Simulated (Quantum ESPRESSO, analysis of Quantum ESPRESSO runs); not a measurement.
**Interstitial H in fcc Al, hop from a tetrahedral to the next octahedral site: migration barrier against experiment (Quantum ESPRESSO)**

How near does this set-up come to the measured migration barrier? Subject: interstitial H in fcc Al, hop from a tetrahedral to the next octahedral site. Set-up: PBE, GBRV 1.5 PBE, cutoffs x 0.85, 32-site cell, PBE lattice, k: 3x3x3. The model is a cell of 32 host atoms with 1 H put in. The barrier is the energy of the highest image of a climbing band over the relaxed site that the atom leaves. This set-up takes another basis size than the usual one.

What was measured. Migration barrier: 0.452 eV, by diffusion measurements (T > 250 K); average of cited values (quoted in “Explainable Machine Learning for Hydrogen Diffusion in Metals and Random Binary Alloys”, 2023, G. M. Lu et al., quoting earlier work (1981)). The runs below try to reproduce this.

Program: Quantum ESPRESSO 7.5. Level of theory: Quantum ESPRESSO plane-wave DFT, PBE, GBRV 1.5 PBE potentials; relaxation of all atoms of a defect supercell. Results are calculated unless marked as measured.

## 1. The starting structure

The cell holds 33 atoms: 32 Al and 1 H. Cell: a = 8.081 Å, b = 8.081 Å, c = 8.081 Å, α = 90.0°, β = 90.0°, γ = 90.0°. It derives from Al (space group Fm-3m). Nearest the centre at fractional (0.375, 0.375, 0.375): H33 at 0.00 Å, Al8 at 1.75 Å, Al18 at 1.75 Å, Al11 at 1.75 Å, Al29 at 1.75 Å, Al16 at 3.35 Å, Al4 at 3.35 Å, Al15 at 3.35 Å.

The host's primitive cell comes from a first run (Quantum ESPRESSO plane-wave DFT, PBE, GBRV 1.5 PBE potentials; relaxation of cell and atoms of a defect-free cell): vectors of 2.857, 2.857 and 2.857 Å. That is 16.49 Å³ an atom, 0.7 % under the diffraction cell's volume. The supercell is built on it.

## 2. Relaxation, charge 0

A barrier counts from a true minimum, so both ends of the jump are relaxed first.

The input, pw.in:

```
&CONTROL
  calculation = 'relax'
  prefix = 'pwscf'
  outdir = './tmp'
  pseudo_dir = './pseudo'
  tprnfor = .true.
  disk_io = 'low'
  nstep = 70
  forc_conv_thr = 0.00078
  etot_conv_thr = 0.0001
/
&SYSTEM
  ibrav = 0
  nat = 33
  ntyp = 2
  ecutwfc = 38
  ecutrho = 306
  nbnd = 63
  occupations = 'smearing'
  smearing = 'mv'
  degauss = 0.00734986
/
&ELECTRONS
  conv_thr = 3d-08
  electron_maxstep = 100
  mixing_beta = 0.5
/
&IONS
  ion_dynamics = 'bfgs'
/
ATOMIC_SPECIES
Al    26.9815 al_pbe_v1.uspp.F.UPF
H      1.0080 h_pbe_v1.4.uspp.F.UPF
CELL_PARAMETERS angstrom
   8.0810420189    0.0000000000    0.0000000000
   0.0000000000    8.0810420189    0.0000000000
   0.0000000000    0.0000000000    8.0810420189
ATOMIC_POSITIONS crystal
Al     0.0000000000    0.0000000000    0.0000000000
Al     0.0000000000    0.2500000000    0.2500000000
Al     0.2500000000    0.0000000000    0.2500000000
Al     0.2500000000    0.2500000000    0.0000000000
Al     0.0000000000    0.0000000000    0.5000000000
Al     0.0000000000    0.2500000000    0.7500000000
Al     0.2500000000    0.0000000000    0.7500000000
Al     0.2500000000    0.2500000000    0.5000000000
Al     0.0000000000    0.5000000000    0.0000000000
Al     0.0000000000    0.7500000000    0.2500000000
Al     0.2500000000    0.5000000000    0.2500000000
Al     0.2500000000    0.7500000000    0.0000000000
Al     0.0000000000    0.5000000000    0.5000000000
Al     0.0000000000    0.7500000000    0.7500000000
Al     0.2500000000    0.5000000000    0.7500000000
Al     0.2500000000    0.7500000000    0.5000000000
Al     0.5000000000    0.0000000000    0.0000000000
Al     0.5000000000    0.2500000000    0.2500000000
Al     0.7500000000    0.0000000000    0.2500000000
Al     0.7500000000    0.2500000000    0.0000000000
Al     0.5000000000    0.0000000000    0.5000000000
Al     0.5000000000    0.2500000000    0.7500000000
Al     0.7500000000    0.0000000000    0.7500000000
Al     0.7500000000    0.2500000000    0.5000000000
Al     0.5000000000    0.5000000000    0.0000000000
Al     0.5000000000    0.7500000000    0.2500000000
Al     0.7500000000    0.5000000000    0.2500000000
Al     0.7500000000    0.7500000000    0.0000000000
Al     0.5000000000    0.5000000000    0.5000000000
Al     0.5000000000    0.7500000000    0.7500000000
Al     0.7500000000    0.5000000000    0.7500000000
Al     0.7500000000    0.7500000000    0.5000000000
H      0.3750000000    0.3750000000    0.3750000000
K_POINTS automatic
3 3 3 0 0 0
```

Launch:

```sh
$ OMP_NUM_THREADS=1 mpirun -n 4 pw.x -nk 4 -in pw.in > pw.out
```

The program printed:

```text
This program is part of the open-source Quantum ESPRESSO suite
     for quantum simulation of materials; please cite
         "P. Giannozzi et al., J. Phys.:Condens. Matter 21 395502 (2009);
         "P. Giannozzi et al., J. Phys.:Condens. Matter 29 465901 (2017);
         "P. Giannozzi et al., J. Chem. Phys. 152 154105 (2020);
          URL
     in publications or presentations arising from this work. More details at

     Message from routine setup:
     using ibrav=0 with symmetry is DISCOURAGED, use correct ibrav instead

     K-points division:     npool     =       4
     Subspace diagonalization in iterative solution of the eigenvalue problem:
     a serial algorithm will be used

     G-vector sticks info
     --------------------
     sticks:   dense  smooth     PW     G-vecs:    dense   smooth      PW
     Sum        5681    2801    761               321781   112451   15791

     Using Slab Decomposition

     bravais-lattice index     =            0
     lattice parameter (alat)  =      15.2710  a.u.
     unit-cell volume          =    3561.2191 (a.u.)^3
     number of atoms/cell      =           33
     number of atomic types    =            2
     number of electrons       =        97.00
     number of Kohn-Sham states=           63
     kinetic-energy cutoff     =      38.0000  Ry
     charge density cutoff     =     306.0000  Ry
     scf convergence threshold =      3.0E-08
     mixing beta               =       0.5000
     number of iterations used =            8  plain     mixing
     energy convergence thresh.=      1.0E-04
     force convergence thresh. =      7.8E-04
     Exchange-correlation=  SLA  PW   PBX  PBC
                           (   1   4   3   4   0   0   0)
     nstep                     =           70

     celldm(1)=  15.270956  celldm(2)=   0.000000  celldm(3)=   0.000000
     celldm(4)=   0.000000  celldm(5)=   0.000000  celldm(6)=   0.000000

     crystal axes: (cart. coord. in units of alat)
               a(1) = (   1.000000   0.000000   0.000000 )
               a(2) = (   0.000000   1.000000   0.000000 )
               a(3) = (   0.000000   0.000000   1.000000 )

     reciprocal axes: (cart. coord. in units 2 pi/alat)
               b(1) = (  1.000000  0.000000  0.000000 )
               b(2) = (  0.000000  1.000000  0.000000 )
               b(3) = (  0.000000  0.000000  1.000000 )

     PseudoPot. # 1 for Al read from file:
     al_pbe_v1.uspp.F.UPF
     Pseudo is Ultrasoft + core correction, Zval =  3.0
     Generated by new atomic code, or converted to UPF format
     Using radial grid of  893 points,  3 beta functions with:
                l(1) =   0
                l(2) =   1
                l(3) =   2
     Q(r) pseudized with  8 coefficients,  rinner =    0.900   0.900   0.900
                                                       0.900   0.900

     PseudoPot. # 2 for H  read from file:
     h_pbe_v1.4.uspp.F.UPF
     Pseudo is Ultrasoft, Zval =  1.0
     Generated by new atomic code, or converted to UPF format
     Using radial grid of  615 points,  2 beta functions with:
                l(1) =   0
                l(2) =   0
     Q(r) pseudized with  8 coefficients,  rinner =    0.700

     atomic species   valence    mass     pseudopotential
     Al                3.00    26.98150     Al( 1.00)
     H                 1.00     1.00800     H ( 1.00)

     24 Sym. Ops. (no inversion) found (18 have fractional translation)

   Cartesian axes

     site n.     atom                  positions (alat units)
         1        Al     tau(   1) = (   0.0000000   0.0000000   0.0000000  )
         2        Al     tau(   2) = (   0.0000000   0.2500000   0.2500000  )
         3        Al     tau(   3) = (   0.2500000   0.0000000   0.2500000  )
         4        Al     tau(   4) = (   0.2500000   0.2500000   0.0000000  )
         5        Al     tau(   5) = (   0.0000000   0.0000000   0.5000000  )
         6        Al     tau(   6) = (   0.0000000   0.2500000   0.7500000  )
         7        Al     tau(   7) = (   0.2500000   0.0000000   0.7500000  )
         8        Al     tau(   8) = (   0.2500000   0.2500000   0.5000000  )
         9        Al     tau(   9) = (   0.0000000   0.5000000   0.0000000  )
        10        Al     tau(  10) = (   0.0000000   0.7500000   0.2500000  )
        11        Al     tau(  11) = (   0.2500000   0.5000000   0.2500000  )
        12        Al     tau(  12) = (   0.2500000   0.7500000   0.0000000  )
        13        Al     tau(  13) = (   0.0000000   0.5000000   0.5000000  )
        14        Al     tau(  14) = (   0.0000000   0.7500000   0.7500000  )
        15        Al     tau(  15) = (   0.2500000   0.5000000   0.7500000  )
        16        Al     tau(  16) = (   0.2500000   0.7500000   0.5000000  )
[...]
25        Al     tau(  25) = (   0.5000000   0.5000000   0.0000000  )
        26        Al     tau(  26) = (   0.5000000   0.7500000   0.2500000  )
        27        Al     tau(  27) = (   0.7500000   0.5000000   0.2500000  )
        28        Al     tau(  28) = (   0.7500000   0.7500000   0.0000000  )
        29        Al     tau(  29) = (   0.5000000   0.5000000   0.5000000  )
        30        Al     tau(  30) = (   0.5000000   0.7500000   0.7500000  )
        31        Al     tau(  31) = (   0.7500000   0.5000000   0.7500000  )
        32        Al     tau(  32) = (   0.7500000   0.7500000   0.5000000  )
        33        H      tau(  33) = (   0.3750000   0.3750000   0.3750000  )

     number of k points=     4  Marzari-Vanderbilt smearing, width (Ry)=  0.0073
                       cart. coord. in units 2pi/alat
        k(    1) = (   0.0000000   0.0000000   0.0000000), wk =   0.0740741
        k(    2) = (   0.0000000   0.0000000   0.3333333), wk =   0.4444444
        k(    3) = (   0.0000000   0.3333333   0.3333333), wk =   0.8888889
        k(    4) = (   0.3333333   0.3333333   0.3333333), wk =   0.5925926

     Dense  grid:   321781 G-vectors     FFT dimensions: (  96,  96,  96)

     Smooth grid:   112451 G-vectors     FFT dimensions: (  60,  60,  60)

     Initial potential from superposition of free atoms

     starting charge      96.9211, renormalised to      97.0000
     Starting wfcs are  129 randomized atomic wfcs

     Self-consistent Calculation

     iteration #  1     ecut=    38.00 Ry     beta= 0.50
     Davidson diagonalization with overlap
     ethr =  1.00E-02,  avg # of iterations =  3.0

     Threshold (ethr) on eigenvalues was too large:
     Diagonalizing with lowered threshold

     Davidson diagonalization with overlap
[...]
Davidson diagonalization with overlap
     ethr =  5.75E-11,  avg # of iterations =  2.0

     total energy              =    -215.81636616 Ry
     estimated scf accuracy    <          7.1E-09 Ry

     iteration #  7     ecut=    38.00 Ry     beta= 0.50
     Davidson diagonalization with overlap
     ethr =  7.33E-12,  avg # of iterations =  2.0

     End of self-consistent calculation

          k = 0.0000 0.0000 0.0000 ( 13997 PWs)   bands (ev):

[...]
9.0034   9.0034   9.1089   9.1090   9.1090   9.1705   9.1705

          k = 0.0000 0.0000 0.3333 ( 14090 PWs)   bands (ev):

[...]
8.7631   8.7856   8.8135   9.4404   9.4701   9.4701   9.5269

          k = 0.0000 0.3333 0.3333 ( 14045 PWs)   bands (ev):

[...]
9.0248   9.0735   9.4936   9.6071   9.6452   9.6509  10.5280

          k = 0.3333 0.3333 0.3333 ( 14111 PWs)   bands (ev):

[...]
9.4215   9.6310   9.7428   9.7428   9.9198   9.9757   9.9757

     the Fermi energy is     7.7616 ev

!    total energy              =    -215.81636616 Ry
     estimated scf accuracy    <          3.3E-10 Ry
     smearing contrib. (-TS)   =       0.00295059 Ry
     internal energy E=F+TS    =    -215.81931675 Ry

     The total energy is F=E-TS. E is the sum of the following terms:
     one-electron contribution =      95.98103683 Ry
     hartree contribution      =       0.55285035 Ry
     xc contribution           =    -138.24661033 Ry
     ewald contribution        =    -174.10659360 Ry

     convergence has been achieved in   7 iterations

     Forces acting on atoms (cartesian axes, Ry/au):

[...]
Total force =     0.003816     Total SCF correction =     0.000017
     Energy error            =      8.2E-05 Ry
     Gradient error          =      8.2E-04 Ry/Bohr

     number of scf cycles    =   8
     number of bfgs steps    =   7

     energy             old  =    -215.8162846149 Ry
     energy             new  =    -215.8163661560 Ry

     CASE: energy            _new < energy            _old

     new trust radius        =       0.0049200237 bohr
     new conv_thr            =       0.0000000003 Ry

ATOMIC_POSITIONS (crystal)
[...]
NEW-OLD atomic charge density approx. for the potential

     Self-consistent Calculation

     iteration #  1     ecut=    38.00 Ry     beta= 0.50
     Davidson diagonalization with overlap
     ethr =  1.00E-06,  avg # of iterations =  2.0

     Threshold (ethr) on eigenvalues was too large:
     Diagonalizing with lowered threshold

     Davidson diagonalization with overlap
     ethr =  3.22E-09,  avg # of iterations =  5.0

     total energy              =    -215.81638878 Ry
     estimated scf accuracy    <       0.00000881 Ry

     iteration #  2     ecut=    38.00 Ry     beta= 0.50
     Davidson diagonalization with overlap
     ethr =  9.09E-09,  avg # of iterations =  2.0

     total energy              =    -215.81639075 Ry
     estimated scf accuracy    <       0.00000603 Ry

     iteration #  3     ecut=    38.00 Ry     beta= 0.50
     Davidson diagonalization with overlap
     ethr =  6.22E-09,  avg # of iterations =  2.0

     total energy              =    -215.81639178 Ry
     estimated scf accuracy    <       0.00000042 Ry

     iteration #  4     ecut=    38.00 Ry     beta= 0.50
     Davidson diagonalization with overlap
     ethr =  4.33E-10,  avg # of iterations =  2.8

     total energy              =    -215.81639184 Ry
     estimated scf accuracy    <       0.00000050 Ry

     iteration #  5     ecut=    38.00 Ry     beta= 0.50
     Davidson diagonalization with overlap
     ethr =  4.33E-10,  avg # of iterations =  2.2

     total energy              =    -215.81639191 Ry
     estimated scf accuracy    <       0.00000001 Ry

     iteration #  6     ecut=    38.00 Ry     beta= 0.50
     Davidson diagonalization with overlap
     ethr =  1.42E-11,  avg # of iterations =  2.8

     total energy              =    -215.81639191 Ry
     estimated scf accuracy    <          2.2E-09 Ry

     iteration #  7     ecut=    38.00 Ry     beta= 0.50
     Davidson diagonalization with overlap
     ethr =  2.31E-12,  avg # of iterations =  2.0

     End of self-consistent calculation

          k = 0.0000 0.0000 0.0000 ( 13997 PWs)   bands (ev):

[...]
9.0043   9.0043   9.1118   9.1118   9.1118   9.1720   9.1720

          k = 0.0000 0.0000 0.3333 ( 14090 PWs)   bands (ev):

[...]
8.7641   8.7853   8.8138   9.4431   9.4690   9.4690   9.5264

          k = 0.0000 0.3333 0.3333 ( 14045 PWs)   bands (ev):

[...]
8.2928   8.4303   8.7984   8.8558   8.8569   8.8775   8.9061   8.9181
     9.0255   9.0732   9.4935   9.6088   9.6441   9.6508  10.5278

          k = 0.3333 0.3333 0.3333 ( 14111 PWs)   bands (ev):

    -2.6769  -2.0862  -1.7563  -1.7563  -1.2200  -1.0073  -1.0073  -0.3457
     0.7116   1.2094   1.2094   1.5446   1.9142   1.9142   1.9680   1.9684
     1.9684   2.4565   2.6918   2.6918   3.1456   3.3961   3.3961   3.7625
     4.0658   4.0658   4.1219   4.1219   4.1228   4.5763   4.6971   4.6971
     4.8784   4.9761   4.9761   5.4316   5.5915   5.5915   6.5993   6.9299
     6.9299   6.9663   6.9899   6.9899   7.4603   7.6454   7.6454   7.6806
     7.7004   7.7004   8.3647   8.7793   8.9677   8.9677   9.2640   9.4216
     9.4216   9.6299   9.7439   9.7439   9.9181   9.9762   9.9762

     the Fermi energy is     7.7617 ev

!    total energy              =    -215.81639191 Ry
     estimated scf accuracy    <          9.1E-11 Ry
     smearing contrib. (-TS)   =       0.00291989 Ry
     internal energy E=F+TS    =    -215.81931180 Ry

     The total energy is F=E-TS. E is the sum of the following terms:
     one-electron contribution =      95.97429996 Ry
     hartree contribution      =       0.55588585 Ry
     xc contribution           =    -138.24673308 Ry
     ewald contribution        =    -174.10276452 Ry

     convergence has been achieved in   7 iterations

     Forces acting on atoms (cartesian axes, Ry/au):

[...]
atom   26 type  1   force =    -0.00013688   -0.00016889    0.00013688
     atom   27 type  1   force =    -0.00016889   -0.00013688    0.00013688
     atom   28 type  1   force =    -0.00019590   -0.00019590    0.00019590
     atom   29 type  1   force =    -0.00000669   -0.00000669   -0.00000669
     atom   30 type  1   force =     0.00069624   -0.00017439   -0.00017439
     atom   31 type  1   force =    -0.00017439    0.00069624   -0.00017439
     atom   32 type  1   force =    -0.00017439   -0.00017439    0.00069624
     atom   33 type  2   force =     0.00000000    0.00000000    0.00000000

     Total force =     0.002793     Total SCF correction =     0.000011
     Energy error            =      2.6E-05 Ry
     Gradient error          =      7.0E-04 Ry/Bohr

     bfgs converged in   9 scf cycles and   8 bfgs steps
     (criteria: energy <  1.0E-04 Ry, force <  7.8E-04 Ry/Bohr)

     End of BFGS Geometry Optimization

     Final energy             =    -215.8163919110 Ry

     File ./tmp/pwscf.bfgs deleted, as requested
Begin final coordinates

ATOMIC_POSITIONS (crystal)
[...]
Al               0.4996753795        0.7492008893        0.2503246205
Al               0.7492008893        0.4996753795        0.2503246205
Al               0.7496797098        0.7496797098        0.0003202902
Al               0.5092177948        0.5092177948        0.5092177948
Al               0.5002141431        0.7521819157        0.7521819157
Al               0.7521819157        0.5002141431        0.7521819157
Al               0.7521819157        0.7521819157        0.5002141431
H                0.3750000000        0.3750000000        0.3750000000
End final coordinates

=------------------------------------------------------------------------------=
   JOB DONE.
=------------------------------------------------------------------------------=
```

The job ended after 4.2 min (4 MPI ranks of Arm Neoverse V1, shared host; peak memory 1.4 GiB; 17 min of CPU time).

The steps of the relaxation:

| step | energy less that of the first step (eV) |
| --- | --- |
| 0 | 0.0000 |
| 1 | -0.1210 |
| 2 | -0.2157 |
| 3 | -0.2918 |
| 4 | -0.3059 |
| 5 | -0.3093 |
| 6 | -0.3131 |
| 7 | -0.3142 |
| 8 | -0.3146 |

The atoms that moved most (Å):

| atom | dx | dy | dz | length |
| --- | --- | --- | --- | --- |
| Al8 | -0.074 | -0.074 | 0.074 | 0.129 |
| Al11 | -0.074 | 0.074 | -0.074 | 0.129 |
| Al29 | 0.074 | 0.074 | 0.074 | 0.129 |
| Al18 | 0.074 | -0.074 | -0.074 | 0.129 |
| Al9 | -0.018 | 0.002 | -0.018 | 0.025 |
| Al17 | 0.002 | -0.018 | -0.018 | 0.025 |
| Al5 | -0.018 | -0.018 | 0.002 | 0.025 |
| Al12 | -0.002 | 0.018 | -0.018 | 0.025 |

The relaxed structure:

```
CELL_PARAMETERS angstrom
8.08104 0.00000 0.00000
0.00000 8.08104 0.00000
0.00000 0.00000 8.08104
ATOMIC_POSITIONS crystal
Al 0.00032 0.00032 0.00032
Al 0.00080 0.25032 0.25032
Al 0.25032 0.00080 0.25032
Al 0.25032 0.25032 0.00080
Al 0.99782 0.99782 0.50021
Al 0.99782 0.24979 0.75218
Al 0.24979 0.99782 0.75218
Al 0.24078 0.24078 0.50922
Al 0.99782 0.50021 0.99782
Al 0.99782 0.75218 0.24979
Al 0.24078 0.50922 0.24078
Al 0.24979 0.75218 0.99782
Al 0.00080 0.49968 0.49968
Al 0.00032 0.74968 0.74968
Al 0.25032 0.49968 0.74920
Al 0.25032 0.74920 0.49968
Al 0.50021 0.99782 0.99782
Al 0.50922 0.24078 0.24078
Al 0.75218 0.99782 0.24979
Al 0.75218 0.24979 0.99782
Al 0.49968 0.00080 0.49968
Al 0.49968 0.25032 0.74920
Al 0.74968 0.00032 0.74968
Al 0.74920 0.25032 0.49968
Al 0.49968 0.49968 0.00080
Al 0.49968 0.74920 0.25032
Al 0.74920 0.49968 0.25032
Al 0.74968 0.74968 0.00032
Al 0.50922 0.50922 0.50922
Al 0.50021 0.75218 0.75218
Al 0.75218 0.50021 0.75218
Al 0.75218 0.75218 0.50021
H 0.37500 0.37500 0.37500
```

Neighbours of H33 at the end:

| atom | distance (Å) |
| --- | --- |
| Al8 | 1.879 |
| Al29 | 1.879 |
| Al11 | 1.879 |
| Al18 | 1.879 |
| Al13 | 3.343 |
| Al4 | 3.343 |
| Al15 | 3.343 |
| Al21 | 3.343 |
| Al25 | 3.343 |
| Al27 | 3.343 |
| Al26 | 3.343 |
| Al24 | 3.343 |
| Al22 | 3.343 |
| Al16 | 3.343 |
| Al2 | 3.343 |
| Al3 | 3.343 |

From the first step to the last the energy fell by 0.315 eV, and the largest move was 0.13 Å (Al8 and 3 other atoms alike).

(Part 1 of 3 ends here.)

[Logs are printed without paths, hosts, clocks, repeated set-up lines and the standing remarks that a program may print on its own settings, such as how far it seeks lower states.]

[Hosts, paths, dates, database ids (printed as entryN), source tags and the programs' standing remarks are cut or masked in the printed files.]

[For some hosts the program warned that the k-mesh of the response run may be too coarse for force constants and the static dielectric constant; such warnings are not shown here.]
